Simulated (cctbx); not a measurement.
# Interatomic vectors of MoS

Space group Pnma (no. 62), a = 10.7060 Å, b = 3.7510 Å, c = 4.1450 Å, α = 90.00°, β = 90.00°, γ = 90.00°, content Mo4 S4.

Simulated single-crystal data (cctbx): Ag Kα, λ = 0.56087 Å, to d = 0.65 Å, 50 % of the full sphere, strongest reflection 40000 counts, noise from counting, a 1.5 % proportional error and a noise floor of 4 counts (s.d.); no absorption.

Patterson synthesis, origin scaled to 1000:

```text
Patterson group P m m m
      u       v       w   height  length (A)
  0.000   0.000   0.000   1000.0     0.00
  0.272   0.500   0.500    438.4     4.03
  0.500   0.000   0.263    435.7     5.46
  0.227   0.500   0.243    206.3     3.23
  0.035   0.500   0.408    139.0     2.55
  0.233   0.000   0.094    134.4     2.52
  0.463   0.500   0.142    132.7     5.33
  0.266   0.000   0.358    131.9     3.21
  0.500   0.000   0.500     65.3     5.74
  0.318   0.500   0.000     22.7     3.88
  0.434   0.000   0.385      8.1     4.91
  0.429   0.000   0.111      5.1     4.62
  0.361   0.500   0.160      3.9     4.35
  0.086   0.000   0.326      1.8     1.64
```

**Question.** Which atom pairs make the peaks, and where is the heaviest atom?

A peak at u stands for all pairs with xi − xj = u, with weight Σ ZiZj against Σ Z² = 8080 at the origin. Peak heights follow these weights only roughly, since form factors, motion and series ripples differ, all vectors within 0.55 Å of a peak are counted as merged into it though the farther ones add only part of their weight, and F(000) is left out, which lowers the whole map:

| u | v | w | shortest length (Å) | height | 1000 ΣZiZj/ΣZ² | pairs in the cell |
| --- | --- | --- | --- | --- | --- | --- |
| 0.272 | 0.500 | 0.500 | 4.04 | 438 | 437 | 2 × Mo–Mo |
| 0.500 | 0.000 | 0.263 | 5.46 | 436 | 437 | 2 × Mo–Mo |
| 0.227 | 0.500 | 0.243 | 3.23 | 206 | 218 | 1 × Mo–Mo |
| 0.035 | 0.500 | 0.408 | 2.55 | 139 | 166 | 2 × Mo–S |
| 0.233 | 0.000 | 0.094 | 2.52 | 134 | 166 | 2 × Mo–S |
| 0.463 | 0.500 | 0.142 | 5.33 | 133 | 166 | 2 × Mo–S |
| 0.266 | 0.000 | 0.358 | 3.21 | 132 | 166 | 2 × Mo–S |
| 0.500 | 0.000 | 0.500 | 5.74 | 65 | 127 | 4 × S–S |

The table stops at ten peaks or at a height of 45, below which ripples compete. In the model behind the data Mo, the heaviest element, has 1 independent site: (0.8859, 3/4, 0.8808), up to an allowed shift of origin; the Mo–Mo vectors are differences of these positions and their symmetry mates. The whole model:

```csv
atom,mult.,x,y,z,Ueq (Å²)
Mo1,4,0.8859,3/4,0.8808,0.0171
S1,4,0.1535,3/4,0.5208,0.0208
```

This is a model crystal, built by substitution and not relaxed, with assumed displacement parameters.

[Logs are printed without paths, hosts, clocks, repeated set-up lines and the standing remarks that a program may print on its own settings, such as how far it seeks lower states.]
